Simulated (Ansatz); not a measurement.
# Lu (P6_3/mmc): coupling and resistivity by level of theory, part 4 of 5

Each step names its level of theory.

So far, coupling constant λ: step 4 (resistivity: LDA at its own relaxed cell) 0.516; step 6 (resistivity: PBEsol at its own relaxed cell) 0.474; step 7 (resistivity: the database cell, unrelaxed, PBE) 0.484. Also resistivity at 300 K (μΩ cm): step 4 32.6; step 6 34.8; step 7 45.3.

### Step 9. Electron–phonon run: PseudoDojo files

Level of this step: DFT PBE, scalar-relativistic, plane waves, PseudoDojo norm-conserving pseudopotentials (Ansatz).

Another set of potentials is tried, at its own relaxed cell, which can differ from that of the runs before.

Contents of input.yaml:

```yaml
crystal:
  lattice:
    - [3.5035001899, 0.0, 0.0]
    - [-1.751750095, 3.0341201667, 0.0]
    - [0.0, 0.0, 5.4619643345]
  atoms:
    - { symbol: Lu, position: [0.3333333333, 0.6666666667, 0.25] }
    - { symbol: Lu, position: [0.6666666667, 0.3333333333, 0.75] }
kpoints:
  mp_grid: { grid: [9, 9, 4] }
hamiltonian:
  xc: pbe
  pseudopotentials: { kind: nc, accuracy: standard }
scf:
  occupations: { method: methfessel_paxton, width: 0.2 }
output:
  eigenvalues: true
phonons:
  method: dfpt
  qmesh: [3, 3, 1]
  temperatures: { t_max: 1000, t_step: 50 }
  qpath:
    path:
      - [[0.0, 0.0, 0.0], [0.5, 0.0, 0.0], [0.33333333, 0.33333333, 0.0], [0.0, 0.0, 0.0], [0.0, 0.0, 0.5], [0.5, 0.0, 0.5], [0.33333333, 0.33333333, 0.5], [0.0, 0.0, 0.5]]
      - [[0.5, 0.0, 0.5], [0.5, 0.0, 0.0]]
      - [[0.33333333, 0.33333333, 0.5], [0.33333333, 0.33333333, 0.0]]
    npoints: 10
  electrical_resistivity:
    mesh: [12, 12, 8]
    temperatures: [20.0, 50.0, 80.0, 100.0, 150.0, 200.0, 273.0, 300.0, 400.0, 500.0, 600.0, 800.0]
  superconductivity: { mesh: [12, 12, 8], eliashberg_equations: false }
```

Launch:

```sh
$ ansatz run input.yaml --threads 4 --pin off --max-ram 10240MiB --backend cpu --events-out ev --progress --plain --runs-dir out
```

Numbers of over 12 decimals in the logs are rounded to 6 here.

Log:

```text
[...]
Crystal: 2 atoms, lattice volume = 58.061 Å³
Basis set: ecut = 1360.569312 eV, 6669 PW (Γ), exchange–correlation on 90×90×144 points (8 copies of the dense FFT grid, shifted against one another)
Bands: 30, of which v1, the nominal top of the filled ones, is band 25 counted from 1 (24 counted from 0)
Symmetry: 24 space group operations
k-points: 36 of 324
[...]
SCF iter   1: F=—  HF=-13414.663406 eV  |F-HF|=—  |Δ(HF+E_count)|=         —  Δρ=2.47e-2  dr2=4.20e-1  ethr=3.10e-3  ⟨swp⟩=4.8  Hψ=3559  notcnv=0
[...]
SCF iter  10: F=-13414.546528 eV  HF=-13414.546528 eV  |F-HF|=3.64e-12  |Δ(HF+E_count)|=  5.46e-12  S|Δr|=    0.00e0  Δρ=6.08e-8  dr2=8.43e-13  ethr=1.00e-12  ⟨swp⟩=8.6  Hψ=6558  notcnv=0
SCF 1 converged in 10 iterations: F = -13414.546528 eV  dr2 = 8.43e-13
[...]
SCF iter   1: F=—  HF=-13414.663406 eV  |F-HF|=—  |Δ(HF+E_count)|=         —  Δρ=2.47e-2  dr2=4.20e-1  ethr=3.10e-3  ⟨swp⟩=4.8  Hψ=3559  notcnv=0
[...]
SCF iter  10: F=-13414.546528 eV  HF=-13414.546528 eV  |F-HF|=1.09e-11  |Δ(HF+E_count)|=  5.46e-12  S|Δr|=    0.00e0  Δρ=6.06e-8  dr2=8.48e-13  ethr=1.00e-12  ⟨swp⟩=3.1  Hψ=2839  notcnv=0
SCF 2 converged in 10 iterations: F = -13414.546528 eV  dr2 = 8.48e-13
[...]
SCF converged after 10 iterations
[...]
Free energy (F): -13414.546528 eV
[...]
Internal energy: -13414.551709 eV  (E = F + TS)
E sigma→0 (E₀):  -13414.547823 eV
Entropy (-TS):   0.005181 eV (2.590 meV/atom)
Fermi energy:    14.729982 eV
[...]
--- Band table (eV; the first three rows and the last of 36) ---
  k-point 0: bands = [... 21 lower, 9.9830, 9.9873, 12.3302, 15.4045, 16.9102, 16.9102, 17.3612, 17.6554, ... 1 higher]
  k-point 1: bands = [... 21 lower, 9.9836, 9.9867, 11.7493, 15.3787, 16.7327, 16.7327, 16.8960, 17.2909, ... 1 higher]
  k-point 2: bands = [... 21 lower, 9.9851, 10.3598, 10.3598, 15.9557, 15.9557, 16.8120, 16.8120, 16.8120, ... 1 higher]
  k-point 35: bands = [... 21 lower, 9.9642, 14.1339, 14.1339, 14.2572, 14.2572, 15.0858, 15.0858, 18.1251, ... 1 higher]
[...]
ASR residual: 1.161e-4 → 0.000e0 eV/Å²; symmetrization residual: 8.922e-10 eV/Å²
  ASR residual per site (eV/Å²): 1.16e-4 1.16e-4
  Γ frequencies (cm⁻¹): 0.00 0.00 0.00 75.41 75.41 122.81
--- Phonons (arbitrary-q DFPT): 3 irreducible q on the 3×3×1 mesh ---
[...]
interpolated dispersion: 93 rows × 6 modes
[...]
--- Electrical resistivity: potentials and phonons of a 3×3×1 supercell ---
[...]
at the Fermi level of each mesh (of a tensor a third of its trace):
[...]
12×12×8                     1.6663              4.0786    0.4572    0.5001          10.303
          6×6×4                     1.5436              3.4423    0.4337    0.5022          10.372
  resistivity on the deck's mesh, µΩ·cm:
[...]
20.00     1.4812e-1              no     1.8066e-1     1.8066e-1     8.3050e-2       2.5882e-1         1.8223e-1
     50.00      3.5589e0              no      4.3334e0      4.3334e0      2.0100e0        4.1570e0          3.5258e0
     80.00      8.4404e0              no      1.0270e1      1.0270e1      4.7816e0        9.0153e0          8.0757e0
    100.00      1.1526e1              no      1.4020e1      1.4020e1      6.5381e0        1.2141e1          1.0965e1
    150.00      1.8789e1              no      2.2831e1      2.2831e1      1.0704e1        1.9642e1          1.7798e1
    200.00      2.5768e1              no      3.1274e1      3.1274e1      1.4755e1        2.6938e1          2.4384e1
    273.00      3.5845e1              no      4.3431e1      4.3431e1      2.0673e1        3.7566e1          3.3912e1
    300.00      3.9583e1              no      4.7932e1      4.7932e1      2.2884e1        4.1533e1          3.7448e1
    400.00      5.3563e1              no      6.4734e1      6.4734e1      3.1221e1        5.6477e1          5.0676e1
    500.00      6.7763e1              no      8.1739e1      8.1739e1      3.9810e1        7.1800e1          6.4092e1
    600.00      8.2126e1              no      9.8870e1      9.8870e1      4.8638e1        8.7413e1          7.7632e1
    800.00      1.1108e2              no      1.3316e2      1.3316e2      6.6911e1        1.1917e2          1.0479e2
[...]
vibrations of 9 cells: unjudged by the run; compare a larger repeat
[...]
--- Superconductivity: potentials and phonons of a 3×3×1 supercell ---
[...]
mesh         λ    ħω_log (meV)  μ* declared at (meV)
        12×12×8    0.4572          10.303               10.885
          6×6×4    0.4337          10.372               10.892
  λ by the species' shares of the modes' patterns: Lu 0.4572
[...]
0.08      1.386         1.413             -             -             -             -              -
      0.10      0.993         1.010             -             -             -             -              -
      0.12      0.672         0.683             -             -             -             -              -
      0.13      0.539         0.547             -             -             -             -              -
      0.14      0.423         0.430             -             -             -             -              -
      0.16      0.243         0.246             -             -             -             -              -
      0.20      0.052         0.053             -             -             -             -              -
[...]
vibrations of 9 cells: unjudged by the run; compare a larger repeat
[...]
```

Wall time 7 min (4 threads of Intel Xeon Platinum 8488C (Sapphire Rapids), shared host); peak memory 3.2 GiB.

This step gave:

```
zero point energy                                 : 0.03245 eV/cell
highest frequency, solved or plainly interpolated : 122.8 cm⁻¹
Debye temperature (second moment)                 : 166 K
resistivity at 300 K                              : 39.58 μΩ cm, mean of the axes
coupling constant λ                               : 0.4572
density of states at the Fermi level              : 1.666 states/eV a spin and cell
log mean phonon energy ħω_log                     : 10.3 meV
transport coupling constant λ_tr                  : 0.4871, 0.4871, 0.5261 (xx, yy, zz)
Drude plasma energy                               : 3.405, 3.405, 5.169 eV (xx, yy, zz)
resistivity times mean free path                  : 14.73, 14.73, 6.142 × 10⁻¹⁶ Ω m² (xx, yy, zz)
second-moment phonon energy ħω₂                   : 10.88 meV
coupling λ by branch                              : 0.0795, 0.0897, 0.0692, 0.0797, 0.0758, 0.0632 (branches by rank of frequency)
```

The Eliashberg function α²F has structure finer than the step of the table below, so its rows give means over 0.5 meV, whole bins alone (the curve runs from 0.059 to 15.2 meV). Peaks (meV: height): α²F 11.60: 0.711, 13.14: 0.720; α²F tr 11.60: 0.860, 13.14: 0.973.

Table of Eliashberg function α²F by phonon energy; means over each step:

```csv
phonon energy (meV),α²F,α²F tr
1.0,3.6e-5,0
1.5,2.2e-4,6.4e-5
2.0,8.5e-4,2.2e-4
2.5,0.00206,6.1e-4
3.0,0.00381,0.00131
3.5,0.00654,0.00266
4.0,0.00982,0.00474
4.5,0.0137,0.00744
5.0,0.0181,0.0107
5.5,0.0243,0.0153
6.0,0.0335,0.0222
6.5,0.0459,0.0325
7.0,0.0604,0.0462
7.5,0.0819,0.0684
8.0,0.117,0.106
8.5,0.160,0.157
9.0,0.224,0.230
9.5,0.302,0.311
10.0,0.349,0.385
10.5,0.399,0.465
11.0,0.375,0.431
11.5,0.555,0.661
12.0,0.422,0.478
12.5,0.454,0.541
13.0,0.645,0.854
13.5,0.342,0.432
14.0,0.129,0.145
14.5,0.0603,0.0638
```

Resistivity, by row:

```csv
T (K),ρ_xx (μΩ cm),ρ_yy,ρ_zz,"ρ by Ziman's lowest order, mean","ρ by relaxation times, mean",within 2 % of the coarser mesh
20,0.1807,0.1807,0.08305,0.2588,0.1822,no
50,4.333,4.333,2.01,4.157,3.526,no
80,10.27,10.27,4.782,9.015,8.076,no
100,14.02,14.02,6.538,12.14,10.96,no
150,22.83,22.83,10.7,19.64,17.8,no
200,31.27,31.27,14.76,26.94,24.38,no
273,43.43,43.43,20.67,37.57,33.91,no
300,47.93,47.93,22.88,41.53,37.45,no
400,64.73,64.73,31.22,56.48,50.68,no
500,81.74,81.74,39.81,71.8,64.09,no
600,98.87,98.87,48.64,87.41,77.63,no
800,133.2,133.2,66.91,119.2,104.8,no
```

Some states were left unconverged by the eigensolver. By its own test the run is not converged in the mesh. λ = 0.457 and 39.6 μΩ cm at 300 K. This session holds no earlier run at the same level of theory and cell to set it against. The run's own test puts 42 % between its two finest meshes on the component of the resistivity at 300 K that moves most, so it is not converged.

### Step 10. Resistivity: finite displacements

Finite displacements in a supercell are the other road to force constants and couplings; here with the base functional.

This step: DFT PBE, scalar-relativistic, plane waves, PAW (Ansatz 0.2.0).

input.yaml: that of step 9 with these lines changed.

```diff
@@ -2,5 +2,5 @@
   lattice:
-    - [3.5035001899, 0.0, 0.0]
-    - [-1.751750095, 3.0341201667, 0.0]
-    - [0.0, 0.0, 5.4619643345]
+    - [3.5047617492, 0.0, 0.0]
+    - [-1.7523808746, 3.035212709, 0.0]
+    - [0.0, 0.0, 5.4630268979]
   atoms:
@@ -12,3 +12,2 @@
   xc: pbe
-  pseudopotentials: { kind: nc, accuracy: standard }
 scf:
@@ -18,4 +17,4 @@
 phonons:
-  method: dfpt
-  qmesh: [3, 3, 1]
+  method: fd
+  supercell: [3, 3, 1]
   temperatures: { t_max: 1000, t_step: 50 }
```

Log:

```text
[...]
Crystal: 18 atoms, lattice volume = 523.026 Å³
Basis set: ecut = 420 eV, 10213 PW (Γ), exchange–correlation on 144×144×80 points (8 copies of the dense FFT grid, shifted against one another)
Bands: 279, of which v1, the nominal top of the filled ones, is band 225 counted from 1 (224 counted from 0)
Symmetry: 216 space group operations
k-points: 9 of 36
[...]
SCF iter   1: F=—  HF=-265183.770391 eV  |F-HF|=—  |Δ(HF+E_count)|=         —  Δρ=1.30e-7  dr2=6.20e-11  ethr=1.00e-12  ⟨swp⟩=3.0  Hψ=6298  notcnv=0
[...]
SCF iter   2: F=-265183.770391 eV  HF=-265183.770391 eV  |F-HF|=1.16e-10  |Δ(HF+E_count)|=  5.82e-11  S|Δr|=    0.00e0  Δρ=7.55e-8  dr2=1.94e-11  ethr=1.00e-12  ⟨swp⟩=5.2  Hψ=10276  notcnv=0
SCF 1 converged in 2 iterations: F = -265183.770391 eV  dr2 = 1.94e-11
[...]
Symmetry: 1 space group operations
k-points: 19 of 36 (time reversal used)
iter 1 solved again at ethr=1.08e-8 eV; its pass at ethr=3.10e-3 eV (dr2=4.84e-5 eV) is discarded
[...]
SCF iter  13: F=-265183.770375 eV  HF=-265183.770375 eV  |F-HF|=5.82e-11  |Δ(HF+E_count)|=  5.82e-11  S|Δr|=    0.00e0  Δρ=1.38e-8  dr2=1.29e-12  ethr=1.00e-12  ⟨swp⟩=6.6  Hψ=31446  notcnv=0
SCF 2 converged in 13 iterations: F = -265183.770375 eV  dr2 = 1.29e-12
[...]
Crystal: 2 atoms, lattice volume = 58.114 Å³
Basis set: ecut = 420 eV, 1105 PW (Γ), exchange–correlation on 48×48×80 points (8 copies of the dense FFT grid, shifted against one another)
Bands: 31, of which v1, the nominal top of the filled ones, is band 25 counted from 1 (24 counted from 0)
Symmetry: 24 space group operations
k-points: 36 of 324
[...]
SCF iter   1: F=—  HF=-29464.871123 eV  |F-HF|=—  |Δ(HF+E_count)|=         —  Δρ=2.10e-3  dr2=1.84e-3  ethr=1.77e-3  ⟨swp⟩=5.2  Hψ=4675  notcnv=0
[...]
SCF iter  10: F=-29464.863377 eV  HF=-29464.863377 eV  |F-HF|=3.64e-12  |Δ(HF+E_count)|=  9.82e-11  S|Δr|=    0.00e0  Δρ=1.27e-7  dr2=6.87e-12  ethr=1.00e-12  ⟨swp⟩=4.0  Hψ=3684  notcnv=0
SCF 3 converged in 10 iterations: F = -29464.863377 eV  dr2 = 6.87e-12
[...]
SCF converged after 2 iterations
[...]
Free energy (F): -265183.770391 eV
[...]
Internal energy: -265183.817321 eV  (E = F + TS)
E sigma→0 (E₀):  -265183.782124 eV
Entropy (-TS):   0.046930 eV (2.607 meV/atom)
Fermi energy:    13.759352 eV
[...]
--- Band table (eV; the first three rows and the last of 9) ---
  k-point 0: bands = [... 221 lower, 13.2525, 13.2525, 13.2525, 13.2525, 13.2525, 13.8172, 13.8172, 13.8172, ... 50 higher]
  k-point 1: bands = [... 221 lower, 13.4290, 13.4290, 13.4290, 13.4290, 13.4290, 13.9978, 13.9978, 13.9978, ... 50 higher]
  k-point 2: bands = [... 221 lower, 13.9909, 13.9909, 13.9909, 13.9909, 13.9909, 13.9909, 13.9909, 13.9909, ... 50 higher]
  k-point 8: bands = [... 221 lower, 13.9230, 13.9287, 13.9287, 13.9287, 13.9287, 13.9287, 13.9287, 14.5017, ... 50 higher]
--- Phonons: 1 displaced member + reference (amplitude 0.0025 Å, Σ member SCF iterations 13) ---
  symmetry images taken by strict's conditions (phonons.symmetry_images: auto; settled by the scattering of the electrons by the phonons, which is asked for)
  ASR residual: 2.188e-5 → 0.000e0 eV/Å²; symmetrization residual: 2.442e-5 eV/Å²
  largest component of a force at the reference: 1.2e-17 eV/Å
  ASR residual per site (eV/Å²): 2.19e-5 2.19e-5
  Γ frequencies (cm⁻¹): 0.00 0.00 0.00 75.37 75.37 122.82
[...]
--- Electrical resistivity: potentials and phonons of a 3×3×1 supercell ---
[...]
at the Fermi level of each mesh (of a tensor a third of its trace):
[...]
12×12×8                     1.6659              4.0799    0.4580    0.5007          10.301
          6×6×4                     1.5431              3.4424    0.4334    0.5016          10.368
  resistivity on the deck's mesh, µΩ·cm:
[...]
20.00     1.4827e-1              no     1.8085e-1     1.8085e-1     8.3128e-2       2.5906e-1         1.8232e-1
     50.00      3.5609e0              no      4.3349e0      4.3349e0      2.0127e0        4.1582e0          3.5288e0
     80.00      8.4431e0              no      1.0271e1      1.0271e1      4.7873e0        9.0168e0          8.0816e0
    100.00      1.1529e1              no      1.4021e1      1.4021e1      6.5458e0        1.2143e1          1.0972e1
    150.00      1.8794e1              no      2.2832e1      2.2832e1      1.0717e1        1.9645e1          1.7810e1
    200.00      2.5774e1              no      3.1275e1      3.1275e1      1.4773e1        2.6940e1          2.4401e1
    273.00      3.5854e1              no      4.3432e1      4.3432e1      2.0697e1        3.7568e1          3.3934e1
    300.00      3.9592e1              no      4.7933e1      4.7933e1      2.2910e1        4.1535e1          3.7472e1
    400.00      5.3577e1              no      6.4737e1      6.4737e1      3.1256e1        5.6481e1          5.0710e1
    500.00      6.7783e1              no      8.1748e1      8.1748e1      3.9855e1        7.1809e1          6.4138e1
    600.00      8.2156e1              no      9.8887e1      9.8887e1      4.8693e1        8.7431e1          7.7692e1
    800.00      1.1113e2              no      1.3321e2      1.3321e2      6.6992e1        1.1922e2          1.0489e2
[...]
vibrations of 9 cells: unjudged by the run; compare a larger repeat
[...]
--- Superconductivity: potentials and phonons of a 3×3×1 supercell ---
[...]
mesh         λ    ħω_log (meV)  μ* declared at (meV)
        12×12×8    0.4580          10.301               10.883
          6×6×4    0.4334          10.368               10.890
  λ by the species' shares of the modes' patterns: Lu 0.4580
[...]
0.08      1.395         1.422             -             -             -             -              -
      0.10      1.000         1.018             -             -             -             -              -
      0.12      0.678         0.689             -             -             -             -              -
      0.13      0.544         0.553             -             -             -             -              -
      0.14      0.428         0.434             -             -             -             -              -
      0.16      0.246         0.249             -             -             -             -              -
      0.20      0.053         0.054             -             -             -             -              -
[...]
vibrations of 9 cells: unjudged by the run; compare a larger repeat
[...]
```

Elapsed: 2.3 min, on 4 threads; peak memory 4.2 GiB; 8.8 min of CPU time.

This step gave:

```yaml
volume_per_atom: 29.06 Å³
zero_point_energy: 0.03244 eV/cell
resistivity_at_300_k: 39.59 μΩ cm, mean of the axes
coupling_constant_lambda: 0.458
transport_coupling_constant_lambda_tr: 0.4877, 0.4877, 0.5266 (xx, yy, zz)
drude_plasma_energy: 3.407, 3.407, 5.169 eV (xx, yy, zz)
resistivity_times_mean_free_path: 14.73, 14.73, 6.146 × 10⁻¹⁶ Ω m² (xx, yy, zz)
coupling_lambda_by_branch: 0.0797, 0.0897, 0.0693, 0.0798, 0.0761, 0.0634 (branches by rank of frequency)
```

The Eliashberg function α²F has structure finer than the step of the table below, so its rows give means over 0.5 meV, whole bins alone (the curve runs from 0.059 to 15.2 meV). Peaks (meV: height): α²F 11.60: 0.688, 13.15: 0.710; α²F tr 11.60: 0.826, 13.15: 0.959.

The Eliashberg function α²F by phonon energy; means over each step:

```csv
phonon energy (meV),α²F,α²F tr
1.0,3.6e-5,0
1.5,2.2e-4,6.4e-5
2.0,8.5e-4,2.2e-4
2.5,0.00208,6.1e-4
3.0,0.00384,0.00131
3.5,0.00655,0.00265
4.0,0.00982,0.00474
4.5,0.0137,0.00744
5.0,0.0181,0.0106
5.5,0.0243,0.0153
6.0,0.0334,0.0223
6.5,0.0460,0.0326
7.0,0.0606,0.0464
7.5,0.0822,0.0687
8.0,0.117,0.106
8.5,0.160,0.158
9.0,0.225,0.230
9.5,0.303,0.312
10.0,0.350,0.386
10.5,0.400,0.466
11.0,0.375,0.431
11.5,0.555,0.659
12.0,0.422,0.477
12.5,0.458,0.546
13.0,0.648,0.858
13.5,0.338,0.425
14.0,0.128,0.145
14.5,0.0611,0.0647
```

Resistivity, by row:

```csv
T (K),ρ_xx (μΩ cm),ρ_yy,ρ_zz,"ρ by Ziman's lowest order, mean","ρ by relaxation times, mean",within 2 % of the coarser mesh
20,0.1808,0.1808,0.08313,0.2591,0.1823,no
50,4.335,4.335,2.013,4.158,3.529,no
80,10.27,10.27,4.787,9.017,8.082,no
100,14.02,14.02,6.546,12.14,10.97,no
150,22.83,22.83,10.72,19.64,17.81,no
200,31.27,31.27,14.77,26.94,24.4,no
273,43.43,43.43,20.7,37.57,33.93,no
300,47.93,47.93,22.91,41.53,37.47,no
400,64.74,64.74,31.26,56.48,50.71,no
500,81.75,81.75,39.85,71.81,64.14,no
600,98.89,98.89,48.69,87.43,77.69,no
800,133.2,133.2,66.99,119.2,104.9,no
```

By its own test the run is not converged in the mesh. λ = 0.458 and 39.6 μΩ cm at 300 K. This session holds no earlier run at the same level of theory and cell to set it against. The run's own test puts 42 % between its two finest meshes on the component of the resistivity at 300 K that moves most, so it is not converged.

### Step 11. Tight relaxation (r2SCAN, PAW)

The cell is relaxed at this level, with tight thresholds.

This step: DFT r2SCAN, scalar-relativistic, plane waves, PAW (Ansatz 0.2.0).

input.yaml, the sections that differ from step 10:

```yaml
kpoints:
  mp_grid: { grid: [9, 9, 6] }
hamiltonian:
  xc: r2scan
output:
  forces: true
  stress: true
  eigenvalues: true
relax:
  adjacent_minimum: "off"
  f_tol: 0.001
  max_steps: 60
  cell: { stress_tol: 0.01 }
# crystal, scf: as in step 10
# phonons: removed
```

Log:

```text
[the first part of the log is left out]
  E_vxc        = -582.229967  (∫ρ·V_xc dr)
  E_paw        = -14767.620528  (= ΣΔE_a)
  E_vpaw       = 724.314882  (= ΣTr[D̂ρ^β])
  E_aug_tail   = 0.000026  (compensation charges beyond the density's cutoff)
  E_vtau       = 31.840655  (kinetic-family band-sum trace: ∫τ·v_τ [+ j·A + Jᵃ·Aᵃ] dr)
  E_ewald      = -8460.333311
  E_core_change = 1.355046  (= ΣΔE_core)
  E_smearing   = -0.002607  (= −TS)
  E_closure    = 0.000000  (closes the sum)
  Σ components = -29487.396269   (vs F -29487.396269, Δ=0.00e0)
[...]
--- Stress (GPa, compression-positive) ---
       -0.000647       0.000000       0.000000
        0.000000      -0.000647      -0.000000
        0.000000      -0.000000      -0.001730
  P = ⅓ Tr σ = -0.0010 GPa (-0.010 kbar)
--- Band table (eV; the first three rows and the last of 48) ---
[...]
--- Relaxed structure (3 steps of the walk, 3 accepted, 1 SCFs on fresh bases) ---
[...]
cell:  # Å, volume = 57.9474 Å³
    - [3.501030, 0, 0]
    - [-1.750515, 3.031981, 0]
    - [0, 0, 5.458981]
  atoms:
    - { symbol: Lu, position: [0.333333, 0.666667, 0.25] }
    - { symbol: Lu, position: [0.666667, 0.333333, 0.750000] }
```

It took 9.4 s on 4 threads; peak memory 0.61 GiB.

Step by step:

```csv
step,energy less that of the first step (eV),largest force component (eV/Å),pressure (GPa),volume (Å³)
1,0.0000,0.0000,-0.14,58.11
2,-0.0001,0.0000,0.02,57.92
3,-0.0001,0.0000,0.00,57.95
4,-0.0001,0.0000,0.00,57.95
```

The log counts 1 steps on a newly chosen plane-wave basis, not all of them marked here; energy and pressure can jump at such steps.

```csv
"conventional cell, symmetrised",before,after,change
a (Å),3.505,3.501,-0.1 %
b (Å),3.505,3.501,-0.1 %
c (Å),5.463,5.459,-0.1 %
volume (Å³/atom),29.06,28.97,-0.3 %
```

The relaxed structure:

```xyz
2
Lattice="3.5010 0.0000 0.0000 -1.7505 3.0320 0.0000 0.0000 0.0000 5.4590" Properties=species:S:1:pos:R:3 pbc="T T T"
Lu    0.0000    2.0213    1.3647
Lu    1.7505    1.0107    4.0942
```

Numbers from this step:

* pressure: -0.001008 GPa
* volume per atom: 28.97 Å³

The largest force is now zero by symmetry and the largest stress component 0.0017 GPa, small enough for phonons.

(Part 4 of 5 ends here.)

[Logs are printed without paths, hosts, clocks, repeated set-up lines and the standing remarks that a program may print on its own settings, such as how far it seeks lower states.]

[Hosts, paths, dates, database ids (printed as entryN), source tags and the programs' standing remarks are cut or masked in the printed files.]
